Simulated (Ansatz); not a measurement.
# Quasi-harmonic thermodynamics of Rh (Rhodium, Fm-3m), part 3 of 5

Aim: the lattice, expansion, heat capacity and bulk modulus of Rhodium as it warms.

Ansatz 0.2.0; DFT LDA, scalar-relativistic, plane waves, PAW (the session's first sound run).

So far. Step 2 (Probe on a coarse mesh): The start is under -8.9 GPa at this level and looks like a metal on this mesh. Step 5 (Tight relaxation): The residual pressure is -3.0e-4 GPa, small enough for phonons.

The database entry behind the starting cell differs from later determinations by our own check (an axis about 0.2 % short against later determinations), so it need not match the best structure at ambient conditions.

## Step 6: Phonons on strained cells, k-mesh 21×21×21, functional LDA

Thermal expansion follows from how the free energy of the vibrations (and of the electrons in a metal) changes with strain, so the program makes strained cells, their phonons and a fit in one run.

Input file input.yaml:

```yaml
crystal:
  lattice:
    - [0.0, 1.8766688955, 1.8766688955]
    - [1.8766688955, 0.0, 1.8766688955]
    - [1.8766688955, 1.8766688955, 0.0]
  atoms:
    - { symbol: Rh, position: [0.0, 0.0, 0.0] }
kpoints:
  mp_grid: { grid: [21, 21, 21] }
hamiltonian:
  xc: lda
scf:
  occupations: { method: methfessel_paxton, width: 0.2 }
output:
  eigenvalues: true
phonons:
  method: dfpt
  qmesh: [3, 3, 3]
  temperatures: { t_max: 1200.0, t_step: 50 }
  thermal_expansion: {}
```

On the command line:

```sh
$ ansatz run input.yaml --threads 4 --pin off --max-ram 8192MiB --backend cpu --events-out ev --progress --plain --runs-dir out
```

Numbers of over 12 decimals in the logs are rounded to 6 here.

Log:

```text
[...]
Crystal: 1 atoms, lattice volume = 13.219 Å³
Basis set: ecut = 487.2 eV, 331 PW (Γ), exchange–correlation on 40×40×40 points (8 copies of the dense FFT grid, shifted against one another)
Bands: 13, of which v1, the nominal top of the filled ones, is band 9 counted from 1 (8 counted from 0)
Symmetry: 48 space group operations
[...]
k-points: 286 of 9261
[...]
SCF iter   1: F=—  HF=-6278.653221 eV  |F-HF|=—  |Δ(HF+E_count)|=         —  Δρ=1.10e-2  dr2=9.26e-3  ethr=1.77e-3  ⟨swp⟩=4.5  Hψ=19859  notcnv=0
[...]
SCF iter   8: F=-6278.650613 eV  HF=-6278.650613 eV  |F-HF|=1.82e-12  |Δ(HF+E_count)|=  8.19e-12  S|Δr|=    0.00e0  Δρ=3.61e-8  dr2=4.97e-14  ethr=1.00e-12  ⟨swp⟩=5.2  Hψ=13887  notcnv=0
SCF 1 converged in 8 iterations: F = -6278.650613 eV  dr2 = 4.97e-14
[...]
relax step   1: F+E_penalty+E_count = -6278.65061255 eV  Δ(F+E_penalty+E_count) = +0.000e0 eV  max|allowed force component| = 0.000e0 eV/Å  Δτ_max = 0.0000 Å  (8 SCF iters, accepted)
SCF converged after 8 iterations
[...]
Free energy (F): -6278.650613 eV
[...]
Internal energy: -6278.651987 eV  (E = F + TS)
E sigma→0 (E₀):  -6278.650956 eV
Entropy (-TS):   0.001375 eV (1.375 meV/atom)
Fermi energy:    23.218890 eV
[...]
--- Stress (GPa, compression-positive) ---
       -0.040626      -0.000000      -0.000000
       -0.000000      -0.040626      -0.000000
       -0.000000       0.000000      -0.040626
  P = ⅓ Tr σ = -0.0406 GPa (-0.406 kbar)
--- Band table (eV; the first three rows and the last of 286) ---
  k-point 0: bands = [... 5 lower, 19.9129, 19.9129, 19.9129, 22.1694, 22.1694, 38.9566, 44.4430, 44.4430]
  k-point 1: bands = [... 5 lower, 19.8689, 19.9516, 19.9516, 22.1468, 22.1468, 39.0996, 43.9555, 44.5849]
  k-point 2: bands = [... 5 lower, 19.7528, 20.0570, 20.0570, 22.0927, 22.0927, 39.4983, 42.8471, 45.0017]
  k-point 285: bands = [... 5 lower, 18.9554, 19.3538, 21.9436, 24.2415, 32.4188, 33.4564, 34.8656, 36.4457]
── thermal expansion: 3 new cells, 3 in all ──
thermal expansion: relaxation of cell 2
thermal expansion: relaxation of cell 3
── thermal expansion: 2 new cells, 5 in all ──
thermal expansion: relaxation of cell 4
thermal expansion: lower-state search of cell 4
thermal expansion: electrons of cell 4
thermal expansion: phonons of cell 4
thermal expansion: relaxation of cell 5
thermal expansion: electrons of cell 1
thermal expansion: electrons of cell 2
thermal expansion: electrons of cell 3
thermal expansion: electrons of cell 5
thermal expansion: phonons of cell 5
── thermal expansion: 5 new cells, 10 in all ──
thermal expansion: relaxation of cell 6
thermal expansion: relaxation of cell 7
thermal expansion: relaxation of cell 8
thermal expansion: relaxation of cell 9
thermal expansion: relaxation of cell 10
thermal expansion: electrons of cell 6
thermal expansion: electrons of cell 7
thermal expansion: electrons of cell 8
thermal expansion: electrons of cell 9
thermal expansion: electrons of cell 10
thermal expansion: phonons of cell 6
thermal expansion: phonons of cell 7
--- Relaxed structure (1 steps of the walk, 1 accepted, 0 SCFs on fresh bases) ---
  F+E_penalty+E_count = -6278.65061255 eV   max|allowed force component| = 0.000e0 eV/Å
  atoms:
    - { symbol: Rh, position: [0.0, 0.0, 0.0] }
--- Thermal expansion: 10 cells in 3 rounds, 0 GPa ---
  no lower state was reached at cell 4; its state was not examined: fill_not_monotonic
  without vibrations: a 2.65393, b 2.65393, c 2.65393 Å, V 13.2176 Å³, B 318.35 GPa
  at 0 K: a 2.65670, b 2.65670, c 2.65670 Å, V 13.2590 Å³, B 314.83 GPa
  zero-point expansion: a +0.105, b +0.105, c +0.105, V +0.314 %
      T/K        a/Å        b/Å        c/Å       V/Å³ | expansion of a, b, c, V (1e-6/K)   | that of V in the mean from 25 °C | C_P, C_V (J/mol K of the cell) | B_T, B_S (GPa)
     0.00    2.65670    2.65670    2.65670    13.2590 |    0.00    0.00    0.00    0.00 |   15.78 |     0.000     0.000 |   314.83   314.83
   150.00    2.65795    2.65795    2.65795    13.2778 |    6.46    6.46    6.46   19.37 |   22.27 |    20.261    20.121 |   311.08   313.24
   298.15    2.66088    2.66088    2.66088    13.3217 |    8.05    8.05    8.05   24.14 |       - |    24.744    24.320 |   304.22   309.53
   400.00    2.66313    2.66313    2.66313    13.3555 |    8.51    8.51    8.51   25.52 |   24.90 |    25.905    25.278 |   299.26   306.68
   550.00    2.66663    2.66663    2.66663    13.4083 |    9.02    9.02    9.02   27.06 |   25.81 |    27.095    26.147 |   291.69   302.27
   700.00    2.67034    2.67034    2.67034    13.4643 |    9.50    9.50    9.50   28.51 |   26.64 |    28.138    26.828 |   283.79   297.63
   850.00    2.67425    2.67425    2.67425    13.5235 |   10.00   10.00   10.00   30.01 |   27.45 |    29.181    27.463 |   275.55   292.79
  1000.00    2.67837    2.67837    2.67837    13.5862 |   10.55   10.55   10.55   31.64 |   28.29 |    30.268    28.082 |   266.95   287.73
  1150.00    2.68273    2.68273    2.68273    13.6526 |   11.14   11.14   11.14   33.41 |   29.16 |    31.412    28.689 |   257.98   282.46
  1200.00    2.68424    2.68424    2.68424    13.6757 |   11.35   11.35   11.35   34.04 |   29.46 |    31.806    28.888 |   254.90   280.65
  the static fit leaves 0.001 meV an atom of the energies and, of the stresses, 0.000 GPa of each cell's largest along a strain (root mean squares over the cells), whose Pulay part it has at -0.034 GPa
  vibrations' free energy: its fit passes through its cells
  the electrons' free energy at temperature is in it; its fit leaves 0.0011 meV an atom at the most
  free energies summed between the sampled wave vectors
  estimated error of the fitted expansion in any direction: up to 0.013e-6/K, at 1200 K, with few degrees of freedom (an estimate, not a bound: it was exceeded on models of known expansion)
  by sums over the sampled wave vectors an expansion of the volume parts by up to 1.36e-6/K
  by a static energy of one degree less an expansion of the volume parts by up to 0.06e-6/K
```

The job ended after 9.3 min (4 threads of Arm Neoverse V1, shared host; peak memory 2.6 GiB).

Numbers from this step:

| Property | Result |
| --- | --- |
| pressure | -0.04063 GPa |
| volume expansion coefficient at 298 K | 24.14 1e-6/K |
| C_P at 298 K | 24.74 J/mol-atom/K |
| entropy at 298 K | 31.70 J/mol-atom/K |
| isothermal bulk modulus at 298 K | 304.2 GPa |
| Grüneisen parameter at 298 K | 2.422 |
| volume at 298 K | 13.32 Å³/atom |
| principal linear expansion coefficients at 298 K | 8.046, 8.046, 8.046 1e-6/K |

Strained cells of the study; zero-point energy where phonons were solved; the pressures are stresses at a fixed cutoff and can carry an offset from the finite basis. Expansion cells, by row:

```
cell  |a| (Å)  |b| (Å)  |c| (Å)  V (Å³/atom)  E - E_lowest (meV/atom)  pressure, compression positive (GPa)  gap (eV)  zero-point energy (meV/atom)
   1    2.654    2.654    2.654        13.22                        0                                -0.074         -                             -
   2    2.675    2.675    2.675        13.54                    7.404                                -7.233         -                             -
   3    2.633    2.633    2.633        12.91                     7.61                                 8.007         -                             -
   4    2.654    2.654    2.654        13.22                    0.001                                -0.127         -                         32.95
   5    2.667    2.667    2.667        13.42                     3.01                                -4.707         -                         31.73
   6    2.681    2.681    2.681        13.62                     11.6                                -8.933         -                         30.52
   7    2.694    2.694    2.694        13.83                    25.53                                -12.84         -                         29.31
   8    2.628    2.628    2.628        12.83                    11.89                                 10.14         -                             -
   9    2.641    2.641    2.641        13.02                    2.873                                 4.814         -                             -
  10    2.714    2.714    2.714        14.14                    55.89                                -18.13         -                             -
```

Quasi-harmonic; a, b, c are the run's own cell vectors. Expansion, by row:

```
T (K)  a (Å)  b (Å)  c (Å)  alpha (deg)  beta (deg)  gamma (deg)  cell volume (Å³/cell)  alpha_a (1e-6/K)  alpha_b (1e-6/K)  alpha_c (1e-6/K)  alpha_V (1e-6/K)  C_P (J/mol-atom/K)  C_V (J/mol-atom/K)  S (J/mol-atom/K)  B_T (GPa)  B_S (GPa)  Grueneisen  extrapolation  fit error (1e-6/K)
    0  2.657  2.657  2.657           60          60           60                  13.26                 0                 0                 0                 0                   0                   0                 0      314.8      314.8           -              0                   0
   50  2.657  2.657  2.657           60          60           60                  13.26               1.5               1.5               1.5              4.51               5.118               5.116             1.697      314.6      314.8       2.214              0                   0
  100  2.657  2.657  2.657           60          60           60                  13.27              4.83              4.83              4.83             14.48               15.41               15.35             8.739      313.1      314.2       2.359              0                   0
  150  2.658  2.658  2.658           60          60           60                  13.28              6.46              6.46              6.46             19.37               20.26               20.12             16.03      311.1      313.2       2.395              0                   0
  200  2.659  2.659  2.659           60          60           60                  13.29              7.26              7.26              7.26             21.79               22.59               22.36             22.22      308.8      312.1        2.41              0                   0
  250   2.66   2.66   2.66           60          60           60                  13.31              7.74              7.74              7.74             23.21               23.91               23.58             27.41      306.5      310.8       2.417              0                   0
298.1  2.661  2.661  2.661           60          60           60                  13.32              8.05              8.05              8.05             24.14               24.74               24.32              31.7      304.2      309.5       2.422              0                   0
  300  2.661  2.661  2.661           60          60           60                  13.32              8.06              8.06              8.06             24.17               24.77               24.34             31.85      304.1      309.5       2.423              0                   0
  350  2.662  2.662  2.662           60          60           60                  13.34               8.3               8.3               8.3              24.9                25.4               24.87             35.72      301.7      308.1       2.427              0                   0
  400  2.663  2.663  2.663           60          60           60                  13.36              8.51              8.51              8.51             25.52               25.91               25.28             39.15      299.3      306.7        2.43              0                   0
  450  2.664  2.664  2.664           60          60           60                  13.37              8.69              8.69              8.69             26.07               26.34               25.61             42.22      296.8      305.2       2.433              0                0.01
  500  2.665  2.665  2.665           60          60           60                  13.39              8.86              8.86              8.86             26.57               26.73               25.89             45.02      294.2      303.8       2.435              0                0.01
  550  2.667  2.667  2.667           60          60           60                  13.41              9.02              9.02              9.02             27.06               27.09               26.15             47.58      291.7      302.3       2.438              0                0.01
  600  2.668  2.668  2.668           60          60           60                  13.43              9.18              9.18              9.18             27.55               27.45               26.38             49.96      289.1      300.8        2.44              0                0.01
  650  2.669  2.669  2.669           60          60           60                  13.45              9.34              9.34              9.34             28.03               27.79               26.61             52.17      286.5      299.2       2.443              0                0.01
  700   2.67   2.67   2.67           60          60           60                  13.46               9.5               9.5               9.5             28.51               28.14               26.83             54.24      283.8      297.6       2.445              0                0.01
  750  2.672  2.672  2.672           60          60           60                  13.48              9.67              9.67              9.67                29               28.48               27.04             56.19      281.1        296       2.448              0                0.01
  800  2.673  2.673  2.673           60          60           60                   13.5              9.83              9.83              9.83              29.5               28.83               27.25             58.04      278.3      294.4        2.45              0                0.01
  850  2.674  2.674  2.674           60          60           60                  13.52                10                10                10             30.01               29.18               27.46              59.8      275.6      292.8       2.453              0                0.01
  900  2.676  2.676  2.676           60          60           60                  13.54             10.18             10.18             10.18             30.54               29.54               27.67             61.48      272.7      291.1       2.455              0                0.01
  950  2.677  2.677  2.677           60          60           60                  13.56             10.36             10.36             10.36             31.08                29.9               27.88             63.09      269.9      289.4       2.458              0                0.01
 1000  2.678  2.678  2.678           60          60           60                  13.59             10.55             10.55             10.55             31.64               30.27               28.08             64.63      266.9      287.7       2.461              0                0.01
 1050   2.68   2.68   2.68           60          60           60                  13.61             10.74             10.74             10.74             32.21               30.64               28.29             66.11        264        286       2.464              0                0.01
 1100  2.681  2.681  2.681           60          60           60                  13.63             10.93             10.93             10.93              32.8               31.02               28.49             67.55        261      284.2       2.467              0                0.01
 1150  2.683  2.683  2.683           60          60           60                  13.65             11.14             11.14             11.14             33.41               31.41               28.69             68.94        258      282.5        2.47              0                0.01
 1200  2.684  2.684  2.684           60          60           60                  13.68             11.35             11.35             11.35             34.04               31.81               28.89             70.28      254.9      280.6       2.473              0                0.01
```

The expansion coefficient by temperature; values in 1e-6/K:

```
temperature (K)  volume  principal 1
              0       0            0
             50    4.51          1.5
            100    14.5         4.83
            150    19.4         6.46
            200    21.8         7.26
            250    23.2         7.74
            298    24.1         8.05
            300    24.2         8.06
            350    24.9          8.3
            400    25.5         8.51
            450    26.1         8.69
            500    26.6         8.86
            550    27.1         9.02
            600    27.6         9.18
            650    28.0         9.34
            700    28.5          9.5
            750      29         9.67
            800    29.5         9.83
            850    30.0           10
            900    30.5         10.2
            950    31.1         10.4
           1000    31.6         10.6
           1050    32.2         10.7
           1100    32.8         10.9
           1150    33.4         11.1
           1200    34.0         11.3
```

At 298 K the volume expansion is 24.1 × 10⁻⁶/K and B_T is 304 GPa. The q-mesh is coarse, so this is a first estimate. The program raised the cutoff to 487.2 eV by itself: with no cutoff typed, the study takes about 1.16 times the default for its relaxations and scales it with the volume for the phonons.

[end of part 3 of 5]

[Logs are printed without paths, hosts, clocks, repeated set-up lines and the standing remarks that a program may print on its own settings, such as how far it seeks lower states.]

[Hosts, paths, dates, database ids (printed as entryN), source tags and the programs' standing remarks are cut or masked in the printed files.]

[A step with changed settings may run another functional than the one named; its input shows which.]
